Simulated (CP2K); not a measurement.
The C K edge of mercaptoallene was computed by TDDFT (CP2K XAS_TDP, aug-cc-pVDZ, TDA) at these levels: PBE, PBEh(45%) and PBEh(45%) + GW2X. The first three lines of C1 (bonded to C and 2 H) with a strength over 0.0015, energy in eV and strength:

```
run           first          second           third
  1  287.39 (0.047)  289.77 (0.004)  290.38 (0.002)
  2  268.47 (0.021)  270.30 (0.003)  270.41 (0.003)
  3  281.39 (0.048)  283.77 (0.005)  284.38 (0.002)
```

Question: Which run is which?

Run 1: PBEh(45%) + GW2X (45 % exact exchange). Run 2: PBE (0 % exact exchange). Run 3: PBEh(45%) (45 % exact exchange). Self-interaction lifts the core level, so the uncorrected lines rise with the share of exact exchange. The GW2X run keeps the spacings of its parent: 2.38 eV between the first two lines in run 1, 2.38 eV in run 3. Its shift is +6.00 eV, since the Kohn–Sham level at this share of exchange lies that far above the quasiparticle level.

[Banner, clock and machine lines of the logs are left out without a mark of their own.]

[Logs are printed without paths, hosts, clocks, repeated set-up lines and the standing remarks that a program may print on its own settings, such as how far it seeks lower states.]

[Hosts, paths, dates, database ids (printed as entryN), source tags and the programs' standing remarks are cut or masked in the printed files.]
